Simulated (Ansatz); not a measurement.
# CeC (Fm-3m): from the cell to its phonons

Aim: the vibrations of CeC (Fm-3m), their spectra, and whether the structure is stable.

Calculated with Ansatz 0.2.0; DFT PBEsol, scalar-relativistic, plane waves, PAW.

## (1) The starting structure

The structure is cubic, space group Fm-3m (No. 225). Conventional cell: a = 5.192 Å, b = 5.192 Å, c = 5.192 Å, α = 90.00°, β = 90.00°, γ = 90.00°. Nearest to Ce lie 6 C at 2.60 Å. Nearest to C lie 6 Ce at 2.60 Å. Farther neighbours are not listed.

## (2) Bringing the structure to rest

The cell and atoms are relaxed, since residual forces and stress would shift the frequencies.

The input, input.yaml:

```yaml
crystal:
  lattice:
    - [0.0, 2.596069, 2.596069]
    - [2.596069, 0.0, 2.596069]
    - [2.596069, 2.596069, 0.0]
  atoms:
    - { symbol: Ce, position: [0.0, 0.0, 0.0] }
    - { symbol: C, position: [0.5, 0.5, 0.5] }
kpoints:
  mp_grid: { grid: [14, 14, 14] }
hamiltonian:
  xc: pbesol
scf:
  occupations: { method: gaussian, width: 0.1 }
output:
  forces: true
  stress: true
  eigenvalues: true
  write_density: true
  write_potential: true
  elf: true
  volumetric_format: npy
relax:
  adjacent_minimum: "off"
  f_tol: 0.005
  max_steps: 80
  cell: { stress_tol: 0.05 }
```

Command:

```bash
> ansatz run input.yaml --threads 8 --pin off --max-ram 14336MiB --backend cpu --events-out ev --progress --plain --runs-dir out
```

Numbers of over 12 decimals in the logs are rounded to 6 here.

Log:

```text
band count auto-derived: 18 (N_el = 16.0; filled up to band 8; 12 by the electrons, moments and atoms)
Engine: ansatz 0.2.0, x86_64-unknown-linux-gnu
Pseudopotentials: kind: paw
Pseudopotential: Ce, paw, valence charge 12, recommended cutoff 420 eV (normal), Ce.paw.azcp
Pseudopotential: C, paw, valence charge 4, recommended cutoff 420 eV (normal), C.paw.azcp
Functional definition: PBEsol
  exchange = pbesol_x
  correlation = pbesol_c
Crystal: 2 atoms, lattice volume = 34.993 Å³
Basis set: ecut = 420 eV, 701 PW (Γ), exchange–correlation on 50×50×50 points (8 copies of the dense FFT grid, shifted against one another)
Bands: 18, of which v1, the nominal top of the filled ones, is band 8 counted from 1 (7 counted from 0)
Symmetry: 48 space group operations
Space group: Fm-3m (ITA 225), of the structure as read, at distance tolerance 3.3e-5 Å
k-points: 104 of 2744
Non-local potential: Ce, projectors of the file, l = 0: 3, l = 1: 2, l = 2: 2, l = 3: 3
Non-local potential: C, projectors of the file, l = 0: 2, l = 1: 2, l = 2: 1
PAW form: soft (Blöchl's): semilocal exchange-correlation on the pseudo side does not see the compensation charge
PAW frozen core: Ce, regenerated for the run's functional, and the local potential with it (the file was generated under x = pbe(κ = 0.804, μ = 0.219515), c = pbe(β = 0.066725))
PAW frozen core: C, regenerated for the run's functional, and the local potential with it (the file was generated under x = pbe(κ = 0.804, μ = 0.219515), c = pbe(β = 0.066725))
PAW one-centre angular grid: Ce, 590 points (default); XC on 64 Gauss nodes
PAW one-centre angular grid: C, 110 points (default); XC on 64 Gauss nodes
Initial density: superposition of atomic densities (neutral atoms: chi_scale 0, normalization atom), corrected by the library's trained network
Initial wavefunctions: pseudopotential atomic-orbital guess
Functional: x = pbesol(κ = 0.804, μ = 0.123457), c = pbesol(β = 0.046)
SCF iter   1: F=—  HF=-6731.560846 eV  |F-HF|=—  |Δ(HF+E_count)|=         —  Δρ=1.29e-2  dr2=5.83e-2  ethr=1.77e-3  ⟨swp⟩=5.6  Hψ=10015  notcnv=0
preconditioner: auto → none  [metal: Δε(μ)=0.019 eV  Ē_g=10.923 eV  σ=0.100 eV  W_gap=0.11  n_scr=8 (ndim 8)  ℏωp=23.5 eV  f_vac=0.005  D(μ)=1.43/eV (n_scr^D=14)  sad-step TF]
SCF iter   2: F=—  HF=-6731.550509 eV  |F-HF|=—  |Δ(HF+E_count)|=   1.03e-2  Δρ=7.52e-3  dr2=2.06e-2  ethr=3.65e-4  ⟨swp⟩=2.0  Hψ=3438  notcnv=0  defer=18
SCF iter   3: F=—  HF=-6731.545059 eV  |F-HF|=—  |Δ(HF+E_count)|=   5.45e-3  Δρ=4.03e-4  dr2=4.25e-5  ethr=1.29e-4  ⟨swp⟩=2.0  Hψ=2741  notcnv=0  defer=18
SCF iter   4: F=—  HF=-6731.545028 eV  |F-HF|=—  |Δ(HF+E_count)|=   3.11e-5  Δρ=9.06e-5  dr2=2.57e-6  ethr=2.66e-7  ⟨swp⟩=2.0  Hψ=2458  notcnv=0  defer=18
SCF iter   5: F=—  HF=-6731.545027 eV  |F-HF|=—  |Δ(HF+E_count)|=   8.16e-7  Δρ=2.77e-5  dr2=2.05e-7  ethr=1.61e-8  ⟨swp⟩=2.3  Hψ=2400  notcnv=0  defer=18
SCF iter   6: F=-6731.545027 eV  HF=-6731.545027 eV  |F-HF|=6.56e-9  |Δ(HF+E_count)|=   7.86e-9  Δρ=9.69e-6  dr2=1.69e-8  ethr=6.25e-10  ⟨swp⟩=11.5  Hψ=11102  notcnv=0
SCF 1 converged in 6 iterations: F = -6731.545027 eV  dr2 = 1.69e-8
  greatest PAW one-centre occupation: 0.985 electrons in one spin orbital (limit 2), on the Ce atom at site 0 (counted from 0), in its partial waves of l = 0
relax step   1: F+E_penalty+E_count = -6731.54502696 eV  Δ(F+E_penalty+E_count) = +0.000e0 eV  max|allowed force component| = 4.142e-30 eV/Å  Δτ_max = 0.0000 Å  P = -4.479 GPa  Ω = 34.993 Å³  (6 SCF iters, dr2 threshold 1.00e-7 eV, accepted)
Crystal: 2 atoms, lattice volume = 31.493 Å³
Basis set: ecut = 420 eV, 609 PW (Γ), exchange–correlation on 50×50×50 points (8 copies of the dense FFT grid, shifted against one another)
Initial density: handed on by an earlier stage of this run
Initial wavefunctions: those handed on with the density
SCF iter   1: F=—  HF=-6731.582207 eV  |F-HF|=—  |Δ(HF+E_count)|=         —  Δρ=3.88e-2  dr2=5.73e-1  ethr=3.10e-3  ⟨swp⟩=5.8  Hψ=9816  notcnv=0
preconditioner: auto → none  [metal: Δε(μ)=0.033 eV  Ē_g=11.443 eV  σ=0.100 eV  W_gap=0.18  n_scr=8 (ndim 8)  ℏωp=24.8 eV  f_vac=0.005  D(μ)=1.27/eV (n_scr^D=14)]
SCF iter   2: F=—  HF=-6731.519561 eV  |F-HF|=—  |Δ(HF+E_count)|=   6.26e-2  Δρ=1.74e-2  dr2=1.05e-1  ethr=3.10e-3  ⟨swp⟩=1.7  Hψ=2824  notcnv=0  defer=41
SCF iter   3: F=—  HF=-6731.506566 eV  |F-HF|=—  |Δ(HF+E_count)|=   1.30e-2  Δρ=1.77e-3  dr2=7.01e-4  ethr=6.57e-4  ⟨swp⟩=2.1  Hψ=2425  notcnv=0  defer=247
SCF iter   4: F=—  HF=-6731.506464 eV  |F-HF|=—  |Δ(HF+E_count)|=   1.02e-4  Δρ=3.61e-4  dr2=1.26e-5  ethr=4.38e-6  ⟨swp⟩=2.0  Hψ=2210  notcnv=0  defer=247
SCF iter   5: F=—  HF=-6731.506464 eV  |F-HF|=—  |Δ(HF+E_count)|=   1.10e-7  Δρ=1.25e-4  dr2=2.41e-6  ethr=7.89e-8  ⟨swp⟩=2.2  Hψ=2448  notcnv=0  defer=249
SCF iter   6: F=—  HF=-6731.506463 eV  |F-HF|=—  |Δ(HF+E_count)|=   7.17e-7  Δρ=4.33e-5  dr2=2.92e-7  ethr=1.51e-8  ⟨swp⟩=2.0  Hψ=2320  notcnv=0  defer=249
SCF iter   7: F=-6731.506463 eV  HF=-6731.506463 eV  |F-HF|=1.83e-9  |Δ(HF+E_count)|=   7.11e-8  Δρ=3.95e-6  dr2=2.40e-9  ethr=1.25e-9  ⟨swp⟩=12.3  Hψ=11789  notcnv=0
SCF 2 converged in 7 iterations: F = -6731.506463 eV  dr2 = 2.40e-9
  greatest PAW one-centre occupation: 0.986 electrons in one spin orbital (limit 2), on the Ce atom at site 0 (counted from 0), in its partial waves of l = 0
relax step   2: F+E_penalty+E_count = -6731.50646339 eV  Δ(F+E_penalty+E_count) = +3.856e-2 eV  max|allowed force component| = 2.892e-30 eV/Å  Δτ_max = 0.0000 Å  P = +9.401 GPa  Ω = 31.493 Å³  energy of the carried Pulay correction = +3.206e-3 eV  (7 SCF iters, dr2 threshold 2.00e-7 eV, rejected (line search))
Crystal: 2 atoms, lattice volume = 33.781 Å³
Basis set: ecut = 420 eV, 645 PW (Γ), exchange–correlation on 50×50×50 points (8 copies of the dense FFT grid, shifted against one another)
SCF iter   1: F=—  HF=-6731.616209 eV  |F-HF|=—  |Δ(HF+E_count)|=         —  Δρ=3.86e-2  dr2=6.04e-1  ethr=3.10e-3  ⟨swp⟩=6.0  Hψ=9938  notcnv=0
preconditioner: auto → none  [metal: Δε(μ)=0.029 eV  Ē_g=10.809 eV  σ=0.100 eV  W_gap=0.16  n_scr=8 (ndim 8)  ℏωp=23.9 eV  f_vac=0.005  D(μ)=2.42/eV (n_scr^D=26)]
SCF iter   2: F=—  HF=-6731.579334 eV  |F-HF|=—  |Δ(HF+E_count)|=   3.69e-2  Δρ=2.02e-2  dr2=1.56e-1  ethr=3.10e-3  ⟨swp⟩=1.0  Hψ=2704  notcnv=0
SCF iter   3: F=—  HF=-6731.565420 eV  |F-HF|=—  |Δ(HF+E_count)|=   1.39e-2  Δρ=3.05e-3  dr2=4.03e-3  ethr=9.77e-4  ⟨swp⟩=2.0  Hψ=2337  notcnv=0  defer=6
SCF iter   4: F=—  HF=-6731.564960 eV  |F-HF|=—  |Δ(HF+E_count)|=   4.60e-4  Δρ=4.97e-4  dr2=7.95e-5  ethr=2.52e-5  ⟨swp⟩=2.0  Hψ=1967  notcnv=0  defer=6
SCF iter   5: F=—  HF=-6731.564950 eV  |F-HF|=—  |Δ(HF+E_count)|=   9.48e-6  Δρ=5.05e-5  dr2=1.10e-6  ethr=4.97e-7  ⟨swp⟩=2.2  Hψ=2308  notcnv=0  defer=6
SCF iter   6: F=—  HF=-6731.564951 eV  |F-HF|=—  |Δ(HF+E_count)|=   7.95e-7  Δρ=1.07e-5  dr2=3.07e-8  ethr=6.85e-9  ⟨swp⟩=1.3  Hψ=1798  notcnv=0  defer=48
SCF iter   7: F=—  HF=-6731.564951 eV  |F-HF|=—  |Δ(HF+E_count)|=   1.80e-9  Δρ=2.32e-6  dr2=1.23e-9  ethr=1.92e-10  ⟨swp⟩=2.2  Hψ=2416  notcnv=0  defer=48
SCF iter   8: F=—  HF=-6731.564951 eV  |F-HF|=—  |Δ(HF+E_count)|=  4.00e-11  Δρ=4.82e-7  dr2=6.44e-11  ethr=7.68e-12  ⟨swp⟩=1.4  Hψ=1707  notcnv=0  defer=48
SCF iter   9: F=-6731.564951 eV  HF=-6731.564951 eV  |F-HF|=1.82e-12  |Δ(HF+E_count)|=  5.46e-12  Δρ=8.76e-8  dr2=3.01e-12  ethr=1.00e-12  ⟨swp⟩=9.6  Hψ=8277  notcnv=0
SCF 3 converged in 9 iterations: F = -6731.564951 eV  dr2 = 3.01e-12
relax step   3: F+E_penalty+E_count = -6731.56495128 eV  Δ(F+E_penalty+E_count) = -1.992e-2 eV  max|allowed force component| = 2.465e-30 eV/Å  Δτ_max = 0.0000 Å  P = -0.395 GPa  Ω = 33.781 Å³  energy of the carried Pulay correction = +1.073e-3 eV  (9 SCF iters, accepted)
[...]
relax step   4: F+E_penalty+E_count = -6731.56517887 eV  Δ(F+E_penalty+E_count) = -2.276e-4 eV  max|allowed force component| = 1.144e-29 eV/Å  Δτ_max = 0.0000 Å  P = -0.009 GPa  Ω = 33.676 Å³  energy of the carried Pulay correction = +1.167e-3 eV  (6 SCF iters, dr2 threshold 2.00e-7 eV, accepted)
[...]
relax step   5: F+E_penalty+E_count = -6731.56421643 eV  Δ(F+E_penalty+E_count) = +9.624e-4 eV  max|allowed force component| = 9.729e-30 eV/Å  Δτ_max = 0.0000 Å  P = -0.055 GPa  Ω = 33.676 Å³  stress off target by 5.51e-2 GPa  SCF on the basis re-selected at this cell (its energy is not comparable with the rows above)  (6 SCF iters)
[...]
relax step   6: F+E_penalty+E_count = -6731.56423183 eV  Δ(F+E_penalty+E_count) = -1.540e-5 eV  max|allowed force component| = 1.972e-30 eV/Å  Δτ_max = 0.0000 Å  P = -0.001 GPa  Ω = 33.662 Å³  energy of the carried Pulay correction = +1.284e-5 eV  (6 SCF iters, accepted)
iter 1 solved again at ethr=2.66e-9 eV; its pass at ethr=3.10e-3 eV (dr2=4.25e-7 eV) is discarded
SCF iter   1: F=—  HF=-6731.564214 eV  |F-HF|=—  |Δ(HF+E_count)|=         —  Δρ=1.81e-6  dr2=2.35e-10  ethr=2.66e-9  ⟨swp⟩=3.8  Hψ=15574  notcnv=0
preconditioner: auto → none  [metal: Δε(μ)=0.023 eV  Ē_g=10.977 eV  σ=0.100 eV  W_gap=0.13  n_scr=8 (ndim 8)  ℏωp=23.9 eV  f_vac=0.005  D(μ)=1.67/eV (n_scr^D=14)]
SCF iter   2: F=—  HF=-6731.564213 eV  |F-HF|=—  |Δ(HF+E_count)|=   8.24e-7  Δρ=8.59e-7  dr2=3.88e-11  ethr=1.47e-12  ⟨swp⟩=2.8  Hψ=2930  notcnv=0
iter 3 did not close the SCF: its close was put off for the readings that it lacked (scf_convergence_deferred on its scf_iter line)
SCF iter   3: F=-6731.564213 eV  HF=-6731.564213 eV  |F-HF|=9.09e-13  |Δ(HF+E_count)|=  7.82e-11  Δρ=1.15e-7  dr2=5.23e-13  ethr=1.00e-12  ⟨swp⟩=1.0  Hψ=1872  notcnv=0
iter 4 did not close the SCF: its close was put off for the readings that it lacked (scf_convergence_deferred on its scf_iter line)
SCF iter   4: F=-6731.564213 eV  HF=-6731.564213 eV  |F-HF|=0.00e0  |Δ(HF+E_count)|=  9.09e-13  Δρ=1.47e-8  dr2=2.86e-14  ethr=1.00e-12  ⟨swp⟩=1.0  Hψ=1872  notcnv=0
iter 5 did not close the SCF: its close was put off for the readings that it lacked (scf_convergence_deferred on its scf_iter line)
SCF iter   5: F=-6731.564213 eV  HF=-6731.564213 eV  |F-HF|=9.09e-13  |Δ(HF+E_count)|=  1.82e-12  Δρ=4.32e-9  dr2=2.56e-15  ethr=1.00e-12  ⟨swp⟩=1.0  Hψ=1872  notcnv=0
iter 6 did not close the SCF: its close was put off for the readings that it lacked (scf_convergence_deferred on its scf_iter line)
SCF iter   6: F=-6731.564213 eV  HF=-6731.564213 eV  |F-HF|=1.82e-12  |Δ(HF+E_count)|=  2.73e-12  Δρ=8.69e-10  dr2=1.63e-16  ethr=1.00e-12  ⟨swp⟩=1.0  Hψ=1872  notcnv=0
SCF iter   7: F=-6731.564213 eV  HF=-6731.564213 eV  |F-HF|=0.00e0  |Δ(HF+E_count)|=  2.73e-12  Δρ=1.51e-10  dr2=4.44e-18  ethr=1.00e-12  ⟨swp⟩=2.6  Hψ=5035  notcnv=0
SCF 7 converged in 7 iterations: F = -6731.564213 eV  dr2 = 4.44e-18
relax step   7: F+E_penalty+E_count = -6731.56421326 eV  Δ(F+E_penalty+E_count) = +1.857e-5 eV  max|allowed force component| = 2.301e-30 eV/Å  Δτ_max = 0.0000 Å  P = -0.002 GPa  Ω = 33.662 Å³  stress off target by 1.60e-3 GPa  SCF on the basis re-selected at this cell (its energy is not comparable with the rows above)  (7 SCF iters)
basis re-selected at this cell: Δ(F+E_penalty+E_count) = +1.857e-5 eV, ΔP = -0.000 GPa vs the last step (what re-selecting the basis moved, of the pressure what is left beyond the Pulay correction that the steps carried, after the strain that the cell walked since its last selection, with what the two solves' SCF thresholds leave and, on support functions, any second-order correction that the steps lacked; it is no m [...]
SCF converged after 7 iterations
Free energy (F): -6731.564213 eV
Harris-Foulkes:  -6731.564213 eV  (|F-HF|=0.00e0)
Internal energy: -6731.555872 eV  (E = F + TS)
E sigma→0 (E₀):  -6731.560043 eV
Entropy (-TS):   -0.008341 eV (-4.170 meV/atom)
Fermi energy:    13.727858 eV
--- Per-component energies (eV) ---
  E_band       = 29.328110
  E_kinetic    = 468.515996
  E_local      = -352.298492  (includes V_loc(G=0)·N_el)
  E_nonlocal   = -29.634998
  E_hartree    = 111.144002
  E_xc         = -274.794970
  E_vxc        = -313.260535  (∫ρ·V_xc dr)
  E_paw        = -5477.309509  (= ΣΔE_a)
  E_vpaw       = 33.718128  (= ΣTr[D̂ρ^β])
  E_aug_tail   = 0.000006  (compensation charges beyond the density's cutoff)
  E_ewald      = -1177.425305
  E_core_change = 0.247396  (= ΣΔE_core)
  E_smearing   = -0.008341  (= −TS)
  E_closure    = 0.000000  (closes the sum)
  Σ components = -6731.564213   (vs F -6731.564213, Δ=0.00e0)
--- Forces (eV/Å), atoms counted from 1 ---
  atom   1  Ce    -0.00000000     0.00000000    -0.00000000
  atom   2  C      0.00000000     0.00000000    -0.00000000
  max |Σ_I F_I| component: 4.54e-30 eV/Å
--- Stress (GPa, compression-positive) ---
       -0.001595      -0.000000      -0.000000
       -0.000000      -0.001595      -0.000000
       -0.000000      -0.000000      -0.001595
  P = ⅓ Tr σ = -0.0016 GPa (-0.016 kbar)
--- Band table (eV; the first three rows and the last of 104) ---
  k-point 0: bands = [... 4 lower, 4.5903, 13.0700, 13.0700, 13.0700, 14.0444, 14.7656, 14.7656, 14.7656, ... 6 higher]
  k-point 1: bands = [... 4 lower, 4.7379, 12.9581, 13.0102, 13.0102, 14.0258, 14.7152, 14.7152, 14.7664, ... 6 higher]
  k-point 2: bands = [... 4 lower, 5.1300, 12.6130, 12.8326, 12.8326, 13.9944, 14.6134, 14.6134, 14.7685, ... 6 higher]
  k-point 103: bands = [... 4 lower, 5.4548, 11.9960, 13.3873, 13.7292, 14.1359, 14.3028, 14.5151, 14.5324, ... 6 higher]
--- Relaxed structure (5 steps of the walk, 4 accepted, 2 SCFs on fresh bases) ---
  F+E_penalty+E_count = -6731.56421326 eV   max|allowed force component| = 2.301e-30 eV/Å   (the final SCF, on the basis selected at the relaxed cell)
  cell:  # Å, volume = 33.6617 Å³
    - [0, 2.562726, 2.562726]
    - [2.562726, 0, 2.562726]
    - [2.562726, 2.562726, 0]
  atoms:
    - { symbol: Ce, position: [0, 0, 0] }
    - { symbol: C, position: [0.5, 0.5, 0.5] }
```

Run time: 2.7 s. Hardware: 8 threads of Intel Xeon 6975P-C (Granite Rapids), shared host; peak memory 0.5 GiB.

This run has no spin polarisation, although Ce can carry a moment.

Step by step:

```tsv
step	energy less that of the first step (eV)	largest force component (eV/Å)	pressure (GPa)	volume (Å³)
1	0.0000	0.0000	-4.48	34.99
2	0.0386	0.0000	9.40	31.49
3	-0.0199	0.0000	-0.40	33.78
4	-0.0202	0.0000	-0.01	33.68
5*	-0.0192	0.0000	-0.06	33.68
6	-0.0192	0.0000	0.00	33.66
7*	-0.0192	0.0000	0.00	33.66
```

Relaxation steps marked * repeat the geometry before them on a plane-wave basis chosen anew for their cell, so energy and pressure can jump there. Relaxation step 2 was tried and not accepted.

Forces are held to the 48 operations that the run works with; a distortion that breaks them can't arise in this run.

```tsv
conventional cell, symmetrised	before	after	change
a (Å)	5.192	5.125	-1.3 %
b (Å)	5.192	5.125	-1.3 %
c (Å)	5.192	5.125	-1.3 %
volume (Å³/atom)	17.50	16.83	-3.8 %
```

Final coordinates:

```
Ce C
1.0
     0.00000    2.56273    2.56273
     2.56273    0.00000    2.56273
     2.56273    2.56273    0.00000
Ce C
1 1
Direct
  0.00000 0.00000 0.00000
  0.50000 0.50000 0.50000
```

This step gave:

```yaml
pressure: -0.001595 GPa
volume_per_atom: 16.83 Å³
gap_on_the_k_mesh: 0 eV
```

Electrostatic potential energy in the ac plane of the conventional cell at fractional y = 0.000, with atoms of Ce and C within 0.2 Å of it. With pseudopotentials it is smooth inside the atoms' cores, unlike the true potential.

Values in eV, 14 rows by 14 columns, each cell a mean:
```
-54 -39 -15   7  13   0 -38 -48 -16  10  11  -5 -29 -49
-32 -22  -4  10  15  12   0  -5   7  14  13   4 -14 -29
 -7   0   8  13  15  15  13  12  14  15  15  11   4  -5
 11  12  14  15  13  10   7   5   9  12  14  15  13  11
  9  13  15  14   8  -4 -15 -18 -10   4  12  15  14  10
-24  -2  13  12   0 -22 -39 -43 -30 -10   9  14   7 -16
-56 -24   9  11  -7 -32 -54 -57 -43 -18   5  12  -5 -48
-48 -16  10  11  -5 -29 -49 -54 -39 -15   7  13   0 -38
 -5   7  14  13   4 -14 -29 -32 -22  -4  10  15  12   0
 12  14  15  15  11   4  -5  -7   0   8  13  15  15  13
  5   9  12  14  15  13  11  11  12  14  15  13  10   7
-18 -10   4  12  15  14  10   9  13  15  14   8  -4 -15
-43 -30 -10   9  14   7 -16 -24  -2  13  12   0 -22 -39
-57 -43 -18   5  12  -5 -48 -56 -24   9  11  -7 -32 -54
```
Columns run along a (5.1 Å; values clipped at the 3rd and 97th percentile), rows up along c (5.1 Å), edges of the conventional cell, whose origin can differ from the input's. Atoms in or near the plane, at fractional coordinates: Ce at (0.00, 0.00), Ce at (0.50, 0.50), C at (0.50, 0.00), C at (0.00, 0.50).

Valence density in the ac plane of the conventional cell at fractional y = 0.000, with atoms of Ce and C within 0.2 Å of it. It is the smooth field of the valence electrons, not physical close to the nuclei.

Values in e/Å³, 14 rows by 14 columns, each cell a mean:
```
-0.6  2.0  1.4  0.4  0.4  0.9  1.5  1.6  1.2  0.6  0.4  0.8  2.1  0.7
 2.1  1.8  0.8  0.3  0.3  0.5  0.9  1.0  0.7  0.4  0.2  0.5  1.3  2.1
 0.9  0.6  0.3  0.2  0.2  0.3  0.4  0.5  0.3  0.2  0.1  0.2  0.5  0.8
 0.4  0.3  0.2  0.1  0.2  0.3  0.4  0.5  0.4  0.2  0.1  0.1  0.2  0.4
 0.6  0.5  0.3  0.2  0.3  0.8  1.4  1.5  1.1  0.4  0.2  0.2  0.4  0.6
 1.3  0.9  0.5  0.3  0.6  1.8  2.0  1.7  2.1  1.1  0.4  0.3  0.7  1.2
 1.6  1.3  0.6  0.4  0.9  2.1 -0.6 -2.6  1.7  1.5  0.5  0.5  1.0  1.6
 1.6  1.2  0.6  0.4  0.8  2.1  0.7 -0.6  2.0  1.4  0.4  0.4  0.9  1.5
 1.0  0.7  0.4  0.2  0.5  1.3  2.1  2.1  1.8  0.8  0.3  0.3  0.5  0.9
 0.5  0.3  0.2  0.1  0.2  0.5  0.8  0.9  0.6  0.3  0.2  0.2  0.3  0.4
 0.5  0.4  0.2  0.1  0.1  0.2  0.4  0.4  0.3  0.2  0.1  0.2  0.3  0.4
 1.5  1.1  0.4  0.2  0.2  0.4  0.6  0.6  0.5  0.3  0.2  0.3  0.8  1.4
 1.7  2.1  1.1  0.4  0.3  0.7  1.2  1.3  0.9  0.5  0.3  0.6  1.8  2.0
-2.6  1.7  1.5  0.5  0.5  1.0  1.6  1.6  1.3  0.6  0.4  0.9  2.1 -0.6
```
Columns run along a (5.1 Å), rows up along c (5.1 Å), edges of the conventional cell, whose origin can differ from the input's. Atoms in or near the plane, at fractional coordinates: Ce at (0.00, 0.00), Ce at (0.50, 0.50), C at (0.50, 0.00), C at (0.00, 0.50).

ELF in the ac plane of the conventional cell at fractional y = 0.000, with atoms of Ce and C within 0.2 Å of it. It is the smooth field of the valence electrons, not physical close to the nuclei.

Ten even steps from '_' (0.09) to '@' (0.83), each cell a mean:
```
--@@%%--++%%++==%%##--**@@++
@@@@**..==%%%%%%@@##::--%%@@
**++..__::==++++++--____--**
--::..____..----::______::--
%%##++....**%%@@##--__--####
##@@##::++@@@@%%@@##::++@@%%
..##%%--**@@--..%%@@--++%%==
==%%##--**@@++--@@%%--++%%++
%%@@##::--%%@@@@@@**..==%%%%
++++--____--****++..__::==++
--::______::----::..____..--
@@##--__--####%%##++....**%%
%%@@##::++@@%%##@@##::++@@@@
..%%@@--++%%==..##%%--**@@--
```
Columns run along a (5.1 Å), rows up along c (5.1 Å), edges of the conventional cell, whose origin can differ from the input's. Atoms in or near the plane, at fractional coordinates: Ce at (0.00, 0.00), Ce at (0.50, 0.50), C at (0.50, 0.00), C at (0.00, 0.50).

In this step the volume went from 17.50 to 16.83 Å³/atom.

[end of part 1 of 2]

[Logs are printed without paths, hosts, clocks, repeated set-up lines and the standing remarks that a program may print on its own settings, such as how far it seeks lower states.]

[Hosts, paths, dates, database ids (printed as entryN), source tags and the programs' standing remarks are cut or masked in the printed files.]
